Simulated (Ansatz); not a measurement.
# Ta(110): modes of surface species

Aim: bond lengths and vibrational modes of species bound on Ta(110).

Program: Ansatz 0.2.0. Level of theory: DFT PBE, scalar-relativistic, plane waves, PAW; PAW set soft_1. Results are calculated unless marked as measured.

Most raw output is cut from this account.

## 1. The bulk crystal behind the slab

The structure is cubic, space group Im-3m (No. 229). The conventional cell has a = 3.310 Å, b = 3.310 Å, c = 3.310 Å, α = 90.00°, β = 90.00°, γ = 90.00°. Ta has 8 Ta at 2.87 Å nearest.

## 2. Relaxation of the host

The host crystal is relaxed at the same level, and its volume sets the scale of the cells that follow.

input.yaml reads:

```yaml
crystal:
  lattice:
    - [-1.655, 1.655, 1.655]
    - [1.655, -1.655, 1.655]
    - [1.655, 1.655, -1.655]
  atoms:
    - { symbol: Ta, position: [0.0, 0.0, 0.0] }
kpoints:
  mp_grid: { grid: [22, 22, 22] }
hamiltonian:
  xc: pbe
  pseudopotentials: { kind: paw, azcp: { folder: soft_1 } }
scf:
  occupations: { method: methfessel_paxton, width: 0.15 }
output:
  forces: true
  stress: true
  eigenvalues: true
relax:
  adjacent_minimum: "off"
  f_tol: 0.002
  max_steps: 60
  cell: { stress_tol: 0.02 }
```

Started as:

```
> ansatz run input.yaml --threads 8 --pin off --max-ram 20480MiB --backend cpu --events-out ev --progress --plain --runs-dir out
```

Run time: 1.9 s. Hardware: 8 threads of Intel Xeon 6975P-C (Granite Rapids), shared host; peak memory 0.42 GiB.

Step by step:

```csv
step,energy less that of the first step (eV),largest force component (eV/Å),pressure (GPa),volume (Å³)
1,0.0000,0.0000,1.76,18.13
2,0.0064,0.0000,-4.71,18.77
3,-0.0009,0.0000,-0.06,18.30
4,-0.0009,0.0000,0.00,18.30
5*,-0.0009,0.0000,0.00,18.30
```

Relaxation steps marked * repeat the geometry before them on a plane-wave basis chosen anew for their cell, so energy and pressure can jump there. Relaxation step 2 was tried and not accepted.

```csv
"conventional cell, symmetrised",before,after,change
a (Å),3.310,3.320,+0.3 %
b (Å),3.310,3.320,+0.3 %
c (Å),3.310,3.320,+0.3 %
volume (Å³/atom),18.13,18.30,+0.9 %
```

Final coordinates:

```
Ta
1.0
    -1.65996    1.65996    1.65996
     1.65996   -1.65996    1.65996
     1.65996    1.65996   -1.65996
Ta
1
Direct
  0.00000 0.00000 0.00000
```

Numbers from this step:

- pressure: -2.48e-4 GPa
- volume per atom: 18.30 Å³
- gap on the k-mesh: 0 eV

The forces vanish by symmetry.

The cell grew by 0.9 % in volume.

## 3. Letting the atoms settle: H at the threefold hollow site, 1 monolayer

The slab carries H at the threefold hollow site, 1 monolayer. Its plane takes the lattice constant of the bulk relaxed at this level. The lowest layers are held, and the other atoms relax. The program lengthens the typed cell of 22.6 Å along the normal to 39.0 Å, as its cut-off of the electrostatics needs, and moves no atom.

System of this step: H at the threefold hollow site, 1 monolayer on Ta(110). The cell holds 5 atoms: 4 Ta and 1 H. Cell: a = 3.320 Å, b = 2.875 Å, c = 38.989 Å, α = 90.0°, β = 90.0°, γ = 54.7°. It derives from Ta. Vacuum lies along c.

input.yaml reads:

```yaml
crystal:
  lattice:
    - [3.3199269428, 0.0, 0.0]
    - [1.6599634714, 2.3475393982, 0.0]
    - [0.0, 0.0, 22.639263862]
  atoms:
    - { symbol: Ta, position: [0.5, 0.0, 0.332276] }
    - { symbol: Ta, position: [0.0, 0.0, 0.43597] }
    - { symbol: Ta, position: [0.5, 0.0, 0.539663] }
    - { symbol: Ta, position: [0.0, 0.0, 0.643357] }
    - { symbol: H, position: [0.375, 0.25, 0.667724] }
  periodic: [true, true, false]
kpoints:
  mp_grid: { grid: [12, 12, 1] }
hamiltonian:
  xc: pbe
  pseudopotentials: { kind: paw, azcp: { folder: soft_1 } }
scf:
  occupations: { method: methfessel_paxton, width: 0.15 }
output:
  forces: true
  eigenvalues: true
relax:
  adjacent_minimum: "off"
  f_tol: 0.003
  max_steps: 120
  constraints: [{ sites: [0, 1] }]
```

It took 20 s on 8 threads; peak memory 1 GiB; 2.4 min of CPU time.

Relaxation path:

```csv
step,energy less that of the first step (eV),largest force component (eV/Å)
1,0.0000,1.2557
2,-0.2938,0.5018
3,-0.3419,0.2178
4,-0.3520,0.1704
5,-0.3556,0.0231
6,-0.3556,0.0011
7,-0.3556,0.0011
```

The run keeps the 2 symmetry operations that it works with, so distortions that break them were not tested.

The atoms that moved most (Å):

```csv
atom,dx,dy,dz,length
H5,0.000,0.043,0.426,0.428
Ta4,0.000,-0.040,-0.063,0.075
Ta3,0.000,-0.018,-0.031,0.036
```

The largest force component left on a free atom is 1.1 meV/Å.

## 4. Force constants among chosen sites: H at the threefold hollow site, 1 monolayer

Only 2 sites are displaced (1 Ta and 1 H), with their periodic images, and all others stay at rest. This gives the modes that are localised on these sites for less work than the whole matrix.

input.yaml, the sections that differ from step 3:

```yaml
crystal:
  lattice:
    - [3.3199269428, 0.0, 0.0]
    - [1.6599634714, 2.3475393982, 0.0]
    - [0.0, 0.0, 38.988591568]
  atoms:
    - { symbol: Ta, position: [0.5, 0.0, 0.1929406459] }
    - { symbol: Ta, position: [0.0, 0.0, 0.2531519983] }
    - { symbol: Ta, position: [0.5037547915, -0.007509583, 0.3125679964] }
    - { symbol: Ta, position: [0.008625633, -0.017251266, 0.3719690228] }
    - { symbol: H, position: [0.3658385644, 0.2683228712, 0.3986475553] }
  periodic: [true, true, false]
output:
  eigenvalues: true
phonons:
  method: fd
  supercell: [1, 1, 1]
  displaced_sites: [3, 4]
  rigid_motions: translations
# kpoints, hamiltonian, scf: as in step 3
# relax: removed
```

Wall time 32 s (8 threads); peak memory 1.2 GiB.

The other atoms of the cell are at rest; shares are of the kinetic energy, a minus sign marks an imaginary mode, and where like sites share a mode the one named is one choice of several. Modes of the displaced sites:

```csv
mode,frequency (cm⁻¹),share of Ta (%),share of H (%),site with the largest share,its share (%)
1,52.5,99,1,Ta4,99
2,60.6,99,1,Ta4,99
3,86.1,100,0,Ta4,100
4,883.4,1,99,H5,99
5,885.8,0,100,H5,100
6,1185.5,1,99,H5,99
```

The same force constants with another mass on the added atoms, against the natural mean mass; listed are the real modes with at least half of their motion on these atoms, followed through small steps of mass, less those that pass through avoided crossings, where the squared overlap of new and old mass-weighted patterns is under 0.8. Modes after a change of mass:

```csv
substitution,mode,frequency (cm⁻¹),after (cm⁻¹),ratio
D for H,4,883.4,626.6,1.41
D for H,5,885.8,627.9,1.411
D for H,6,1185.5,841.0,1.41
```

The highest mode of the block lies at 1185.5 cm⁻¹; the acoustic sum rule moved it by 0.0 cm⁻¹.

## 5. Relaxation in the fixed cell: H at the threefold hollow site, 0.5 monolayer

The slab carries H at the threefold hollow site, 0.5 monolayer. Its plane takes the lattice constant of the bulk relaxed at this level. The lowest layers are held, and the other atoms relax. The program lengthens the typed cell of 22.6 Å along the normal to 39.0 Å, as its cut-off of the electrostatics needs, and moves no atom.

System of this step: H at the threefold hollow site, 0.5 monolayer on Ta(110). The cell holds 9 atoms: 8 Ta and 1 H. Its edges and angles: a = 6.640 Å, b = 2.875 Å, c = 38.989 Å, α = 90.0°, β = 90.0°, γ = 54.7°. It derives from Ta. Vacuum lies along c.

input.yaml reads:

```yaml
crystal:
  lattice:
    - [6.6398538855, 0.0, 0.0]
    - [1.6599634714, 2.3475393982, 0.0]
    - [0.0, 0.0, 22.639263862]
  atoms:
    - { symbol: Ta, position: [0.75, 0.0, 0.332276] }
    - { symbol: Ta, position: [0.25, 0.0, 0.332276] }
    - { symbol: Ta, position: [0.0, 0.0, 0.43597] }
    - { symbol: Ta, position: [0.5, 0.0, 0.43597] }
    - { symbol: Ta, position: [0.75, 0.0, 0.539663] }
    - { symbol: Ta, position: [0.25, 0.0, 0.539663] }
    - { symbol: Ta, position: [0.0, 0.0, 0.643357] }
    - { symbol: Ta, position: [0.5, 0.0, 0.643357] }
    - { symbol: H, position: [0.1875, 0.25, 0.667724] }
  periodic: [true, true, false]
kpoints:
  mp_grid: { grid: [6, 12, 1] }
hamiltonian:
  xc: pbe
  pseudopotentials: { kind: paw, azcp: { folder: soft_1 } }
scf:
  occupations: { method: methfessel_paxton, width: 0.15 }
output:
  forces: true
  eigenvalues: true
relax:
  adjacent_minimum: "off"
  f_tol: 0.003
  max_steps: 120
  constraints: [{ sites: [0, 1, 2, 3] }]
```

Elapsed: 72 s, on 8 threads; peak memory 2.5 GiB; 9.3 min of CPU time.

The steps of the relaxation:

```csv
step,energy less that of the first step (eV),largest force component (eV/Å)
1,0.0000,1.2685
2,-0.2885,0.8143
3,-0.3800,0.2590
4,-0.3901,0.0318
5,-0.3903,0.0256
6,-0.3904,0.0018
7,-0.3904,0.0019
```

The atoms that moved most (Å):

```csv
atom,dx,dy,dz,length
H9,-0.002,0.053,0.389,0.392
Ta8,-0.024,-0.051,-0.104,0.118
Ta7,0.028,0.012,-0.101,0.106
Ta5,-0.001,-0.008,-0.034,0.035
Ta6,-0.001,-0.009,-0.013,0.016
```

Final coordinates:

```cif
data_structure
_symmetry_space_group_name_H-M 'P 1'
_symmetry_Int_Tables_number 1
_cell_length_a 6.6399
_cell_length_b 2.8751
_cell_length_c 38.9886
_cell_angle_alpha 90.000
_cell_angle_beta 90.000
_cell_angle_gamma 54.736
_cell_volume 607.73
loop_
_atom_site_label
_atom_site_type_symbol
_atom_site_fract_x
_atom_site_fract_y
_atom_site_fract_z
_atom_site_occupancy
Ta1 Ta 0.75000 0.00000 0.19294 1
Ta2 Ta 0.25000 0.00000 0.19294 1
Ta3 Ta 0.00000 0.00000 0.25315 1
Ta4 Ta 0.50000 0.00000 0.25315 1
Ta5 Ta 0.75067 0.99671 0.31248 1
Ta6 Ta 0.25080 0.99626 0.31302 1
Ta7 Ta 0.00293 0.00532 0.37098 1
Ta8 Ta 0.50177 0.97842 0.37091 1
H9 H 0.18151 0.27255 0.39769 1
```

The largest force component left on a free atom is 1.9 meV/Å.

## 6. Force constants among chosen sites: H at the threefold hollow site, 0.5 monolayer

Only 3 sites are displaced (2 Ta and 1 H), with their periodic images, and all others stay at rest. This gives the modes that are localised on these sites for less work than the whole matrix.

input.yaml reads:

```yaml
crystal:
  lattice:
    - [6.6398538855, 0.0, 0.0]
    - [1.6599634714, 2.3475393982, 0.0]
    - [0.0, 0.0, 38.988591568]
  atoms:
    - { symbol: Ta, position: [0.75, 0.0, 0.1929406459] }
    - { symbol: Ta, position: [0.25, 0.0, 0.1929406459] }
    - { symbol: Ta, position: [0.0, 0.0, 0.2531519983] }
    - { symbol: Ta, position: [0.5, 0.0, 0.2531519983] }
    - { symbol: Ta, position: [0.7506749206, -0.0032904975, 0.312481214] }
    - { symbol: Ta, position: [0.2507992853, -0.0037370391, 0.3130180329] }
    - { symbol: Ta, position: [0.0029341399, 0.0053227247, 0.3709774541] }
    - { symbol: Ta, position: [0.5017689151, -0.0215819932, 0.370906292] }
    - { symbol: H, position: [0.1815092184, 0.272547142, 0.3976939196] }
  periodic: [true, true, false]
kpoints:
  mp_grid: { grid: [6, 12, 1] }
hamiltonian:
  xc: pbe
  pseudopotentials: { kind: paw, azcp: { folder: soft_1 } }
scf:
  occupations: { method: methfessel_paxton, width: 0.15 }
output:
  eigenvalues: true
phonons:
  method: fd
  supercell: [1, 1, 1]
  displaced_sites: [6, 7, 8]
  rigid_motions: translations
```

It took 3 min on 8 threads; peak memory 2.7 GiB.

The other atoms of the cell are at rest; shares are of the kinetic energy, a minus sign marks an imaginary mode, and where like sites share a mode the one named is one choice of several. Modes of the displaced sites:

```csv
mode,frequency (cm⁻¹),share of Ta (%),share of H (%),site with the largest share,its share (%)
1,53.9,100,0,Ta8,51
2,64.6,100,0,Ta7,54
3,79.9,100,0,Ta8,56
4,94.3,100,0,Ta7,51
5,113.9,100,0,Ta7,51
6,146.0,100,0,Ta8,50
7,888.0,0,100,H9,100
8,1021.1,0,100,H9,100
9,1051.4,0,100,H9,100
```

The same force constants with another mass on the added atoms, against the natural mean mass; listed are the real modes with at least half of their motion on these atoms, followed through small steps of mass, less those that pass through avoided crossings, where the squared overlap of new and old mass-weighted patterns is under 0.8. Modes after a change of mass:

```csv
substitution,mode,frequency (cm⁻¹),after (cm⁻¹),ratio
D for H,7,888.0,629.5,1.411
D for H,8,1021.1,723.7,1.411
D for H,9,1051.4,745.4,1.411
```

The highest mode of the block lies at 1051.4 cm⁻¹; the acoustic sum rule moved it by 0.0 cm⁻¹.

## 7. Relaxation in the fixed cell: H at the threefold hollow site, 0.25 monolayer

The slab carries H at the threefold hollow site, 0.25 monolayer. Its plane takes the lattice constant of the bulk relaxed at this level. The lowest layers are held, and the other atoms relax. The program lengthens the typed cell of 22.6 Å along the normal to 39.0 Å, as its cut-off of the electrostatics needs, and moves no atom.

System of this step: H at the threefold hollow site, 0.25 monolayer on Ta(110). The cell holds 17 atoms: 16 Ta and 1 H. Cell: a = 6.640 Å, b = 5.750 Å, c = 38.989 Å, α = 90.0°, β = 90.0°, γ = 54.7°. It derives from Ta. Vacuum lies along c.

input.yaml reads:

```yaml
crystal:
  lattice:
    - [6.6398538855, 0.0, 0.0]
    - [3.3199269428, 4.6950888264, 0.0]
    - [0.0, 0.0, 22.639263862]
  atoms:
    - { symbol: Ta, position: [0.75, 0.5, 0.332276] }
    - { symbol: Ta, position: [0.25, 0.5, 0.332276] }
    - { symbol: Ta, position: [0.75, 0.0, 0.332276] }
    - { symbol: Ta, position: [0.25, 0.0, 0.332276] }
    - { symbol: Ta, position: [0.0, 0.0, 0.43597] }
    - { symbol: Ta, position: [0.5, 0.0, 0.43597] }
    - { symbol: Ta, position: [1.0, 0.5, 0.43597] }
    - { symbol: Ta, position: [0.5, 0.5, 0.43597] }
    - { symbol: Ta, position: [0.75, 0.5, 0.539663] }
    - { symbol: Ta, position: [0.25, 0.5, 0.539663] }
    - { symbol: Ta, position: [0.75, 0.0, 0.539663] }
    - { symbol: Ta, position: [0.25, 0.0, 0.539663] }
    - { symbol: Ta, position: [0.0, 0.0, 0.643357] }
    - { symbol: Ta, position: [0.5, 0.0, 0.643357] }
    - { symbol: Ta, position: [1.0, 0.5, 0.643357] }
    - { symbol: Ta, position: [0.5, 0.5, 0.643357] }
    - { symbol: H, position: [0.1875, 0.125, 0.667724] }
  periodic: [true, true, false]
kpoints:
  mp_grid: { grid: [6, 6, 1] }
hamiltonian:
  xc: pbe
  pseudopotentials: { kind: paw, azcp: { folder: soft_1 } }
scf:
  occupations: { method: methfessel_paxton, width: 0.15 }
output:
  forces: true
  eigenvalues: true
relax:
  adjacent_minimum: "off"
  f_tol: 0.003
  max_steps: 120
  constraints: [{ sites: [0, 1, 2, 3, 4, 5, 6, 7] }]
```

The job ended after 2.4 min (8 threads; peak memory 5.6 GiB).

Step by step:

```csv
step,energy less that of the first step (eV),largest force component (eV/Å)
1,0.0000,1.2762
2,-0.3461,0.6263
3,-0.4283,0.4094
4,-0.4742,0.1630
5,-0.4822,0.0394
6,-0.4824,0.0116
7,-0.4824,0.0048
8,-0.4824,0.0018
```

Forces are held to the 2 operations that the run works with; a distortion that breaks them can't arise in this run.

The atoms that moved most (Å):

```csv
atom,dx,dy,dz,length
H17,0.000,0.059,0.401,0.405
Ta16,0.000,-0.046,-0.139,0.146
Ta15,0.000,0.010,-0.138,0.138
Ta13,0.024,-0.009,-0.095,0.098
Ta14,-0.024,-0.009,-0.095,0.098
Ta11,0.000,-0.005,-0.037,0.038
Ta9,0.000,-0.003,-0.022,0.022
Ta10,0.000,-0.003,-0.022,0.022
```

The relaxed structure:

```cif
data_structure
_symmetry_space_group_name_H-M 'P 1'
_symmetry_Int_Tables_number 1
_cell_length_a 6.6399
_cell_length_b 5.7503
_cell_length_c 38.9886
_cell_angle_alpha 90.000
_cell_angle_beta 90.000
_cell_angle_gamma 54.736
_cell_volume 1215.46
loop_
_atom_site_label
_atom_site_type_symbol
_atom_site_fract_x
_atom_site_fract_y
_atom_site_fract_z
_atom_site_occupancy
Ta1 Ta 0.75000 0.50000 0.19294 1
Ta2 Ta 0.25000 0.50000 0.19294 1
Ta3 Ta 0.75000 0.00000 0.19294 1
Ta4 Ta 0.25000 0.00000 0.19294 1
Ta5 Ta 0.00000 0.00000 0.25315 1
Ta6 Ta 0.50000 0.00000 0.25315 1
Ta7 Ta 0.00000 0.50000 0.25315 1
Ta8 Ta 0.50000 0.50000 0.25315 1
Ta9 Ta 0.75033 0.49937 0.31281 1
Ta10 Ta 0.25030 0.49937 0.31281 1
Ta11 Ta 0.75052 0.99896 0.31241 1
Ta12 Ta 0.25070 0.99860 0.31305 1
Ta13 Ta 0.00462 0.99813 0.37114 1
Ta14 Ta 0.49725 0.99813 0.37114 1
Ta15 Ta 0.99898 0.50204 0.37005 1
Ta16 Ta 0.50495 0.49010 0.37002 1
H17 H 0.18126 0.13747 0.39801 1
```

The largest force component left on a free atom is 1.8 meV/Å.

## 8. Modes of the chosen sites: H at the threefold hollow site, 0.25 monolayer

Only 4 sites are displaced (3 Ta and 1 H), with their periodic images, and all others stay at rest. This gives the modes that are localised on these sites for less work than the whole matrix.

input.yaml reads:

```yaml
crystal:
  lattice:
    - [6.6398538855, 0.0, 0.0]
    - [3.3199269428, 4.6950888264, 0.0]
    - [0.0, 0.0, 38.988591568]
  atoms:
    - { symbol: Ta, position: [0.75, 0.5, 0.1929406459] }
    - { symbol: Ta, position: [0.25, 0.5, 0.1929406459] }
    - { symbol: Ta, position: [0.75, 0.0, 0.1929406459] }
    - { symbol: Ta, position: [0.25, 0.0, 0.1929406459] }
    - { symbol: Ta, position: [0.0, 0.0, 0.2531519983] }
    - { symbol: Ta, position: [0.5, 0.0, 0.2531519983] }
    - { symbol: Ta, position: [1.0, 0.5, 0.2531519983] }
    - { symbol: Ta, position: [0.5, 0.5, 0.2531519983] }
    - { symbol: Ta, position: [0.7503299325, 0.4993717168, 0.3128076407] }
    - { symbol: Ta, position: [0.2502983507, 0.4993717168, 0.3128076407] }
    - { symbol: Ta, position: [0.7505205287, -0.0010410574, 0.312408277] }
    - { symbol: Ta, position: [0.2506991665, -0.001398333, 0.3130467224] }
    - { symbol: Ta, position: [0.0046210075, -0.0018741045, 0.3711378757] }
    - { symbol: Ta, position: [0.497253097, -0.0018741045, 0.3711378757] }
    - { symbol: Ta, position: [0.9989808821, 0.5020382358, 0.370046721] }
    - { symbol: Ta, position: [0.5049480771, 0.4901038458, 0.3700169601] }
    - { symbol: H, position: [0.1812631497, 0.1374737005, 0.3980120455] }
  periodic: [true, true, false]
kpoints:
  mp_grid: { grid: [6, 6, 1] }
hamiltonian:
  xc: pbe
  pseudopotentials: { kind: paw, azcp: { folder: soft_1 } }
scf:
  occupations: { method: methfessel_paxton, width: 0.15 }
output:
  eigenvalues: true
phonons:
  method: fd
  supercell: [1, 1, 1]
  displaced_sites: [12, 13, 14, 16]
  rigid_motions: translations
```

Run time: 4.8 min. Hardware: 8 threads; peak memory 6.4 GiB; 37 min of CPU time.

The other atoms of the cell are at rest; shares are of the kinetic energy, a minus sign marks an imaginary mode, and where like sites share a mode the one named is one choice of several. Modes of the displaced sites:

```csv
mode,frequency (cm⁻¹),share of Ta (%),share of H (%),site with the largest share,its share (%)
1,66.0,100,0,Ta15,34
2,68.9,100,0,Ta15,51
3,90.2,100,0,Ta13,39
4,99.8,100,0,Ta15,40
5,102.8,100,0,Ta14,50
6,112.3,100,0,Ta13,49
7,124.0,100,0,Ta15,54
8,130.9,100,0,Ta15,51
9,140.7,100,0,Ta15,47
10,894.8,0,100,H17,100
11,987.2,0,100,H17,100
12,1010.6,0,100,H17,100
```

The same force constants with another mass on the added atoms, against the natural mean mass; listed are the real modes with at least half of their motion on these atoms, followed through small steps of mass, less those that pass through avoided crossings, where the squared overlap of new and old mass-weighted patterns is under 0.8. Modes after a change of mass:

```csv
substitution,mode,frequency (cm⁻¹),after (cm⁻¹),ratio
D for H,10,894.8,634.3,1.411
D for H,11,987.2,699.2,1.412
D for H,12,1010.6,716.2,1.411
```

The highest mode of the block lies at 1010.6 cm⁻¹; the acoustic sum rule moved it by 0.0 cm⁻¹.

## 9. All members side by side

The members are set side by side.

The anchoring bond is the shortest distance from the first added atom to the slab, and like atoms elsewhere in the cell can differ; degenerate modes stand as often as they occur. The species side by side:

```csv
species,coverage (monolayer),anchoring bond,its length (Å),highest level (cm⁻¹),second (cm⁻¹),third (cm⁻¹)
H at the threefold hollow site,1,H-Ta,1.974,1186,885.8,883.4
H at the threefold hollow site,0.5,H-Ta,2.011,1051,1021,888
H at the threefold hollow site,0.25,H-Ta,2.029,1011,987.2,894.8
```

## 10. Summary of results

```yaml
highest_mode_of_the_block_of_2_sites_h_at_the_threefold_hollow_site_1_monolayer: 1185.5 cm⁻¹
highest_mode_of_the_block_of_3_sites_h_at_the_threefold_hollow_site_0p5_monolayer: 1051.4 cm⁻¹
highest_mode_of_the_block_of_4_sites_h_at_the_threefold_hollow_site_0p25_monolayer: 1010.6 cm⁻¹
```

With H at the threefold hollow site, 1 monolayer the highest mode of the block lies at 1186 cm⁻¹, 99 % on H. With H at the threefold hollow site, 0.5 monolayer the highest mode of the block lies at 1051 cm⁻¹, 100 % on H. With H at the threefold hollow site, 0.25 monolayer the highest mode of the block lies at 1011 cm⁻¹, 100 % on H. With all atoms beyond the displaced ones at rest, modes that spread into the slab are only rough; stretches of light atoms, well above the modes of the substrate atoms, are the least affected. Periodic images of the cell move in phase at the zone centre, so coupling to the images is part of these frequencies. Modes of hydrogen are strongly anharmonic, so measured lines can lie well away from these harmonic values. These are harmonic frequencies at zero temperature: anharmonic shifts, linewidths and thermal expansion are left out. Spin-orbit coupling is left out, which can matter for the heavy elements here. The runs are without spin polarisation, although the cell has an odd electron count.

[Logs are printed without paths, hosts, clocks, repeated set-up lines and the standing remarks that a program may print on its own settings, such as how far it seeks lower states.]

[Hosts, paths, dates, database ids (printed as entryN), source tags and the programs' standing remarks are cut or masked in the printed files.]
